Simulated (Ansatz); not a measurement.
# How KTaO3 absorbs and reflects light

Aim: the dielectric function of KTaO3, and the optical constants that follow from it.

Main program and level: Ansatz 0.2.0; DFT, PBE, plane-wave PAW, default files, scalar-relativistic, independent-particle optical response without local fields.

This is a report of a sequence of runs, with most program output left out.

### Step 1. Starting point

The structure is cubic, space group Pm-3m (No. 221). Conventional cell: a = 3.988 Å, b = 3.988 Å, c = 3.988 Å, α = 90.00°, β = 90.00°, γ = 90.00°. Nearest to Ta lie 6 O at 1.99 Å. Nearest to K lie 12 O at 2.82 Å. Nearest to O lie 2 Ta at 1.99 Å and 4 K at 2.82 Å. Farther neighbours and most contacts between anions are not listed.

### Step 2. Ground state and bands

The self-consistent density comes first; it also tells whether there is a gap, which decides the occupations and the need for a Drude term.

This step: DFT, PBE, plane-wave PAW, default files, scalar-relativistic, ground state (Ansatz 0.2.0).

Input file input.yaml:

```yaml
crystal:
  lattice:
    - [3.9883, 0.0, 0.0]
    - [0.0, 3.9883, 0.0]
    - [0.0, 0.0, 3.9883]
  atoms:
    - { symbol: Ta, position: [0.0, 0.0, 0.0] }
    - { symbol: K, position: [0.5, 0.5, 0.5] }
    - { symbol: O, position: [0.0, 0.0, 0.5] }
    - { symbol: O, position: [0.0, 0.5, 0.0] }
    - { symbol: O, position: [0.5, 0.0, 0.0] }
kpoints:
  mp_grid: { grid: [6, 6, 6] }
  band_path:
    path:
      - [[0.0, 0.0, 0.0], [0.0, 0.5, 0.0], [0.5, 0.5, 0.0], [0.0, 0.0, 0.0], [0.5, 0.5, 0.5], [0.0, 0.5, 0.0]]
      - [[0.5, 0.5, 0.0], [0.5, 0.5, 0.5]]
    npoints: 10
scf:
  occupations: { method: fermi_dirac, width: 0.05 }
  n_extra_bands: 9
hamiltonian:
  xc: pbe
  pseudopotentials: { kind: paw }
output:
  forces: true
  stress: true
  populations: true
  write_bands: true
  write_density: true
  write_potential: true
  elf: true
  volumetric_format: npy
```

Started as:

```console
ansatz run input.yaml --threads 4 --pin off --max-ram 8192MiB --backend cpu --events-out ev --progress --plain --runs-dir out
```

Run time: 0.99 s. Hardware: 4 threads of Intel Xeon Platinum 8488C (Sapphire Rapids), shared host; peak memory 0.43 GiB.

This step gave:

| Item | Value |
| --- | --- |
| free energy | -13178.2000 eV |
| Fermi energy | 9.918 eV |
| gap by band count | 2.222 eV |
| electrons | 40 |
| symmetry operations | 48 |
| pressure | 5.407 GPa |
| gap on the k-mesh | 2.222 eV |
| volume | 63.44 Å³ |
| gap on the path | 2.222 eV |
| least direct gap on the path | 2.833 eV |

There is a gap, 2.22 eV on the path, so no carriers' term is needed. The cell is left with a pressure of 5.4 GPa, as it stands unrelaxed at this level.

Electronic bands along the path, in eV, zero at the Fermi level; v1 is the highest filled band, c1 the lowest empty one:

| point | v4 | v3 | v2 | v1 | c1 | c2 | c3 | c4 |
| --- | --- | --- | --- | --- | --- | --- | --- | --- |
| Γ | -2.18 | -1.74 | -1.74 | -1.74 | 1.09 | 1.09 | 1.09 | 5.51 |
| halfway | -2.79 | -2.42 | -1.90 | -1.90 | 1.17 | 2.58 | 2.58 | 5.71 |
| X | -3.25 | -2.63 | -1.96 | -1.96 | 1.25 | 3.92 | 3.92 | 5.73 |
| halfway | -2.74 | -2.53 | -2.51 | -1.66 | 2.67 | 3.94 | 4.44 | 6.46 |
| M | -2.76 | -2.55 | -2.55 | -1.17 | 3.96 | 3.96 | 5.25 | 6.59 |
| halfway | -2.67 | -2.43 | -2.38 | -1.79 | 2.55 | 2.70 | 3.37 | 6.28 |
| Γ | -2.18 | -1.74 | -1.74 | -1.74 | 1.09 | 1.09 | 1.09 | 5.51 |
| halfway | -4.12 | -1.95 | -1.95 | -1.68 | 3.35 | 3.48 | 3.48 | 7.80 |
| R | -5.02 | -1.13 | -1.13 | -1.13 | 5.38 | 5.38 | 5.38 | 7.78 |
| halfway | -4.09 | -1.93 | -1.79 | -1.56 | 3.50 | 4.43 | 4.54 | 8.47 |
| X | -3.25 | -2.63 | -1.96 | -1.96 | 1.25 | 3.92 | 3.92 | 5.73 |
| jump to M | -2.76 | -2.55 | -2.55 | -1.17 | 3.96 | 3.96 | 5.25 | 6.59 |
| halfway | -4.63 | -1.68 | -1.68 | -1.15 | 4.53 | 4.53 | 5.32 | 7.97 |
| R | -5.02 | -1.13 | -1.13 | -1.13 | 5.38 | 5.38 | 5.38 | 7.78 |

Electrostatic potential energy in the ac plane at fractional y = 0.000, with atoms of Ta and O within 0.2 Å of it. With pseudopotentials it is smooth inside the atoms' cores, unlike the true potential.

Ten even steps from '_' (-61 eV) to '@' (14 eV), each cell a mean:
```
____--**%%**==--==##%%**::__
..--++##%%%%**++**%%%%##==::
++**##%%@@@@@@@@@@@@@@%%##**
##%%%%@@@@@@@@@@@@@@@@@@%%%%
**##@@@@@@@@@@@@@@@@@@@@%%##
--==%%@@@@@@@@@@@@@@@@@@**==
..--##@@@@@@@@@@@@@@@@@@++--
--==##@@@@@@@@@@@@@@@@@@**==
++**@@@@@@@@@@@@@@@@@@@@%%**
##%%@@@@@@@@@@@@@@@@@@@@%%%%
****##%%@@@@@@@@@@@@@@%%##**
--==**##@@@@####%%@@%%##++--
__..==**%%**==--==##%%**--__
____--**##++--..--**##++..__
```
Atoms in or near the plane, at fractional coordinates: Ta at (0.00, 0.00), O at (0.00, 0.50), O at (0.50, 0.00).

Valence density in the ac plane at fractional y = 0.000, with atoms of Ta and O within 0.2 Å of it. It is the smooth field of the valence electrons, not physical close to the nuclei.

Ten even steps from '_' (0.0 e/Å³) to '@' (7.2 e/Å³), each cell a mean:
```
++++--....--**%%++::....==**
++==::____..----::..__..::==
::..____________________....
..________________________..
::::____________________..::
##++..__________________::++
@@##::__________________--%%
%%++::__________________--**
==::..__________________..--
....______________________..
....______________________..
==--..____..::::..______::--
**++--....::++##++::__..==++
==**==....==%%@@##::..::++++
```
Atoms in or near the plane, at fractional coordinates: Ta at (0.00, 0.00), O at (0.00, 0.50), O at (0.50, 0.00).

### Step 3. Spectrum

With the density converged, the vertical transitions are summed over the zone.

This step: DFT, PBE, plane-wave PAW, default files, scalar-relativistic, independent-particle optical response without local fields (Ansatz 0.2.0).

input.yaml, the sections that differ from step 2:

```yaml
kpoints:
  mp_grid: { grid: [6, 6, 6] }
scf:
  occupations: { method: fixed }
output:
  optics:
    e_range: [0, 22]
    de: 0.05
    sigma: 0.1
    nscf_kmesh: { grid: [8, 8, 8] }
    bands: { spectra_wanted_up_to: 22 }
# crystal, hamiltonian: as in step 2
```

It took 8.6 s on 4 threads; peak memory 0.96 GiB.

Read-outs, printed or worked out from the files:

```
electronic dielectric constant ε∞, mean over x, y and z (by symmetry where fewer were run)                                                          : 5.461
absorption onset, first axis (α over 10⁴ cm⁻¹, or the direct gap if that lies higher)                                                               : 2.832 eV
main peak of Im epsilon, first axis                                                                                                                 : 6.103 eV
centre of weight of the strongest loss peak in the window                                                                                           : 6.725 eV
photocurrent from vertical transitions in a film 500 nm thick on a perfect mirror (two passes), AM1.5G, no front reflection, all carriers collected : 2.774 mA/cm²
least direct gap on the mesh                                                                                                                        : 2.832 eV
bands summed                                                                                                                                        : 58
spectra valid up to                                                                                                                                 : 32.59 eV
program's estimate of the k-sum error in Im epsilon                                                                                                 : 0.11 %
electrons in the f-sum                                                                                                                              : 28.96
```

Table of Im ε, any direction by photon energy; read off at these points:

| photon energy (eV) | Im ε, any direction |
| --- | --- |
| 2.50 | 0 |
| 3.00 | 1.19 |
| 3.50 | 4.66 |
| 4.00 | 4.86 |
| 4.50 | 5.06 |
| 5.00 | 5.47 |
| 5.50 | 5.48 |
| 6.00 | 6.57 |
| 6.10 | 7.09 |
| 6.50 | 1.93 |
| 7.00 | 0.253 |
| 7.50 | 0.795 |
| 8.00 | 2.32 |
| 8.50 | 2.61 |
| 9.00 | 3.71 |
| 9.35 | 5.90 |
| 9.50 | 5.50 |
| 10.00 | 5.13 |
| 10.50 | 3.51 |
| 11.00 | 2.59 |
| 11.50 | 2.18 |
| 12.00 | 2.16 |
| 12.50 | 2.04 |
| 13.00 | 2.19 |
| 13.30 | 2.57 |
| 13.50 | 2.21 |
| 14.00 | 1.82 |
| 14.50 | 1.24 |
| 15.00 | 1.13 |
| 15.50 | 1.30 |
| 16.00 | 1.13 |
| 16.50 | 1.59 |
| 17.00 | 1.32 |
| 17.50 | 1.35 |
| 18.00 | 1.16 |
| 18.50 | 1.16 |
| 19.00 | 1.13 |
| 19.50 | 1.59 |
| 20.00 | 2.17 |
| 20.50 | 2.83 |
| 20.90 | 3.19 |
| 21.00 | 2.92 |
| 21.50 | 2.85 |
| 21.70 | 4.18 |
| 22.00 | 4.30 |

Re ε, any direction against photon energy:

| photon energy (eV) | Re ε, any direction |
| --- | --- |
| 0.0 | 5.46 |
| 0.5 | 5.50 |
| 1.0 | 5.61 |
| 1.5 | 5.83 |
| 2.0 | 6.22 |
| 2.5 | 6.98 |
| 3.0 | 9.24 |
| 3.5 | 7.61 |
| 4.0 | 6.02 |
| 4.5 | 5.23 |
| 5.0 | 4.08 |
| 5.5 | 3.20 |
| 6.0 | 1.91 |
| 6.5 | -1.40 |
| 7.0 | 1.56 |
| 7.5 | 3.94 |
| 8.0 | 3.63 |
| 8.5 | 3.86 |
| 9.0 | 4.52 |
| 9.5 | 2.24 |
| 10.0 | 0.665 |
| 10.5 | -0.513 |
| 11.0 | 0.494 |
| 11.5 | 0.541 |
| 12.0 | 1.00 |
| 12.5 | 0.713 |
| 13.0 | 1.05 |
| 13.5 | 0.285 |
| 14.0 | 0.113 |
| 14.5 | 0.440 |
| 15.0 | 0.778 |
| 15.5 | 0.792 |
| 16.0 | 1.08 |
| 16.5 | 1.56 |
| 17.0 | 1.07 |
| 17.5 | 1.18 |
| 18.0 | 1.19 |
| 18.5 | 1.46 |
| 19.0 | 1.85 |
| 19.5 | 2.03 |
| 20.0 | 2.26 |
| 20.5 | 1.59 |
| 21.0 | 0.486 |
| 21.5 | 2.08 |
| 22.0 | 0.769 |

The reflectivity at normal incidence, any direction has structure finer than the step of the table below, so its rows give means over 0.5 eV, whole bins alone (the curve runs from 0 to 22 eV). Peaks (eV: height): 6.35: 43.5, 10.45: 30.0, 13.45: 18.6, 21.00: 20.3.

Reflectivity at normal incidence, any direction against photon energy; means over each step:

| photon energy (eV) | reflectivity at normal incidence, any direction (%) |
| --- | --- |
| 0.5 | 16.2 |
| 1.0 | 16.5 |
| 1.5 | 17.2 |
| 2.0 | 18.3 |
| 2.5 | 20.5 |
| 3.0 | 25.6 |
| 3.5 | 26.7 |
| 4.0 | 25.0 |
| 4.5 | 24.8 |
| 5.0 | 25.2 |
| 5.5 | 25.5 |
| 6.0 | 32.0 |
| 6.5 | 36.4 |
| 7.0 | 3.04 |
| 7.5 | 11.1 |
| 8.0 | 14.4 |
| 8.5 | 15.7 |
| 9.0 | 20.4 |
| 9.5 | 26.3 |
| 10.0 | 28.1 |
| 10.5 | 27.3 |
| 11.0 | 19.7 |
| 11.5 | 15.5 |
| 12.0 | 13.7 |
| 12.5 | 13.9 |
| 13.0 | 13.6 |
| 13.5 | 17.0 |
| 14.0 | 16.7 |
| 14.5 | 10.2 |
| 15.0 | 6.66 |
| 15.5 | 6.96 |
| 16.0 | 5.22 |
| 16.5 | 7.32 |
| 17.0 | 6.84 |
| 17.5 | 6.51 |
| 18.0 | 5.48 |
| 18.5 | 4.97 |
| 19.0 | 5.61 |
| 19.5 | 8.15 |
| 20.0 | 11.5 |
| 20.5 | 15.6 |
| 21.0 | 17.4 |
| 21.5 | 16.5 |

Refractive index n and extinction k against photon energy:

| photon energy (eV) | n | k |
| --- | --- | --- |
| 0 | 2.34 | 0 |
| 1 | 2.37 | 0 |
| 2 | 2.49 | 0 |
| 3 | 3.05 | 0.195 |
| 4 | 2.62 | 0.926 |
| 5 | 2.34 | 1.17 |
| 6 | 2.09 | 1.57 |
| 7 | 1.25 | 0.101 |
| 8 | 1.99 | 0.583 |
| 9 | 2.28 | 0.814 |
| 10 | 1.71 | 1.50 |
| 11 | 1.25 | 1.03 |
| 12 | 1.30 | 0.829 |
| 13 | 1.32 | 0.830 |
| 14 | 0.985 | 0.925 |
| 15 | 1.04 | 0.543 |
| 16 | 1.15 | 0.492 |
| 17 | 1.18 | 0.558 |
| 18 | 1.20 | 0.485 |
| 19 | 1.42 | 0.398 |
| 20 | 1.64 | 0.661 |
| 21 | 1.31 | 1.11 |
| 22 | 1.60 | 1.34 |

The loss function −Im 1/ε at q → 0, any direction has structure finer than the step of the table below, so its rows give means over 0.5 eV, whole bins alone (the curve runs from 0 to 22 eV). Peaks (eV: height): 6.75: 1.45, 14.60: 0.727, 21.15: 0.424.

Table of loss function −Im 1/ε at q → 0, any direction by energy loss; means over each step:

| energy loss (eV) | loss function −Im 1/ε at q → 0, any direction |
| --- | --- |
| 2.5 | 4.6e-5 |
| 3.0 | 0.0152 |
| 3.5 | 0.0570 |
| 4.0 | 0.0807 |
| 4.5 | 0.0956 |
| 5.0 | 0.117 |
| 5.5 | 0.136 |
| 6.0 | 0.144 |
| 6.5 | 0.539 |
| 7.0 | 0.281 |
| 7.5 | 0.0549 |
| 8.0 | 0.122 |
| 8.5 | 0.120 |
| 9.0 | 0.110 |
| 9.5 | 0.150 |
| 10.0 | 0.197 |
| 10.5 | 0.291 |
| 11.0 | 0.382 |
| 11.5 | 0.432 |
| 12.0 | 0.382 |
| 12.5 | 0.417 |
| 13.0 | 0.372 |
| 13.5 | 0.426 |
| 14.0 | 0.556 |
| 14.5 | 0.696 |
| 15.0 | 0.548 |
| 15.5 | 0.530 |
| 16.0 | 0.440 |
| 16.5 | 0.365 |
| 17.0 | 0.452 |
| 17.5 | 0.424 |
| 18.0 | 0.414 |
| 18.5 | 0.336 |
| 19.0 | 0.250 |
| 19.5 | 0.234 |
| 20.0 | 0.221 |
| 20.5 | 0.259 |
| 21.0 | 0.343 |
| 21.5 | 0.261 |

Optical constants at common wavelengths, from n + ik = √ε:

| wavelength (nm) | n | k | R (%) | 1/α |
| --- | --- | --- | --- | --- |
| 1550 | 2.36 | 0.000 | 16.3 | over 1 mm |
| 800 | 2.42 | 0.000 | 17.3 | over 1 mm |
| 532 | 2.58 | 0.000 | 19.5 | over 1 mm |
| 450 | 2.81 | 0.008 | 22.6 | 4.4 µm |
| 405 | 3.09 | 0.274 | 26.4 | 117 nm |
| 365 | 2.96 | 0.756 | 27.2 | 38 nm |
| 308 | 2.61 | 0.930 | 24.9 | 26 nm |

Rows near the edge hang on the gap, which this functional as a rule makes too small, and phonon-assisted absorption is left out.

Through 1 µm of it, D65 light comes out yellow-green (x = 0.341, y = 0.383; 68 % transmitted). A larger true gap would move the edge to shorter wavelengths and change the colour.

The f-sum over the summed bands holds 29.0 of the cell's 40 electrons outside the frozen cores, 16 of which lie in bands more than 12 eV below the Fermi level, whose transitions come at higher energies. Up to 22 eV the strength has a mean oscillator energy of 9.2 eV, well above the main peak, so higher transitions carry much of it.

### Step 4. Static response with local fields

A static field by perturbation theory: the induced potential is included, and the Born charges come with it.

This step: DFT, PBE, plane-wave PAW, default files, scalar-relativistic, static field response by perturbation theory with local fields (Ansatz 0.2.0).

input.yaml: that of step 3 with these lines changed.

```diff
@@ -18,8 +18,2 @@
   pseudopotentials: { kind: paw }
-output:
-  optics:
-    e_range: [0, 22]
-    de: 0.05
-    sigma: 0.1
-    nscf_kmesh: { grid: [8, 8, 8] }
-    bands: { spectra_wanted_up_to: 22 }
+dielectric: {}
```

It took 8.4 s on 4 threads; peak memory 0.62 GiB; 29 s of CPU time.

Read-outs, printed or worked out from the files:

| Quantity | Value |
| --- | --- |
| electronic dielectric constant ε∞, mean over x, y and z (by symmetry where fewer were run) | 5.348 |

ε∞ with local fields:

```
5.35 0.00 0.00
0.00 5.35 0.00
0.00 0.00 5.35
```

Diagonal elements. Born, by row:

| atom | Z*xx (e) | Z*yy (e) | Z*zz (e) |
| --- | --- | --- | --- |
| Ta1 | 8.695 | 8.695 | 8.695 |
| K2 | 1.151 | 1.151 | 1.151 |
| O3 | -1.664 | -1.664 | -6.519 |
| O4 | -1.664 | -6.519 | -1.664 |
| O5 | -6.519 | -1.664 | -1.664 |

Mean Born charges are Ta +8.70, K +1.15 and O -3.28, against formal valences of +5, +1 and -2. That of Ta exceeds its valence by 74 %, the mark of charge moving along hybridised bonds as the atoms shift.

### Step 5. Summary of results

| Item | Value |
| --- | --- |
| gap on the path | 2.22 eV |
| least direct gap on the path | 2.83 eV |
| electronic dielectric constant ε∞, mean over x, y and z (by symmetry where fewer were run) (independent particles) | 5.46 |
| absorption onset, first axis (α over 10⁴ cm⁻¹, or the direct gap if that lies higher) | 2.83 eV |
| main peak of Im epsilon, first axis | 6.10 eV |
| centre of weight of the strongest loss peak in the window, first axis | 6.72 eV |
| photocurrent from vertical transitions in a film 500 nm thick on a perfect mirror (two passes), AM1.5G, no front reflection, all carriers collected | 2.77 mA/cm² |
| electronic dielectric constant ε∞, mean over x, y and z (by symmetry where fewer were run) (static response with local fields) | 5.35 |

**Reading.** At this level (PBE, independent particles) KTaO3 has ε∞ = 5.46 (5.35 with local fields) and n = 2.36 at 1550 nm; absorption sets in near 2.8 eV, and Im ε peaks at 6.1 eV. The gap is indirect (2.22 eV), so absorption without phonons can begin only at the direct gap of 2.83 eV. Absorption passes 10⁴ cm⁻¹ from the direct gap on, 2.83 eV, inside the visible range. The strongest loss structure up to 22 eV has its centre of weight at 6.7 eV; a free-electron gas of the 29.0 electrons in the f-sum would put its plasmon at 25.1 eV. Distinct maxima of Im ε, read by a parabola through the highest points, lie at 6.10 eV (7.1), 9.36 eV (5.9), 20.91 eV (3.2) and 21.68 eV (4.2). The f-sum over the summed bands holds 29.0 of the cell's 40 electrons outside the frozen cores, 16 of which lie in bands more than 12 eV below the Fermi level, whose transitions come at higher energies. Up to 22 eV the strength has a mean oscillator energy of 9.2 eV, well above the main peak, so higher transitions carry much of it. Through 1 µm of it, D65 light comes out yellow-green (x = 0.341, y = 0.383; 68 % transmitted). A larger true gap would move the edge to shorter wavelengths and change the colour. With local fields and the functional's kernel the static response is 5.35 against 5.46 for independent particles (-2 %). In the base spectrum excitons and phonon-assisted transitions are missing, and so are local fields; PBE gaps are as a rule too small, which pulls the onset down and ε∞ up. In the base run ε includes the program's bounded estimate of what the bands above those summed add. Spin-orbit coupling is left out although heavy atoms are present.

[Logs are printed without paths, hosts, clocks, repeated set-up lines and the standing remarks that a program may print on its own settings, such as how far it seeks lower states.]

[Hosts, paths, dates, database ids (printed as entryN), source tags and the programs' standing remarks are cut or masked in the printed files.]
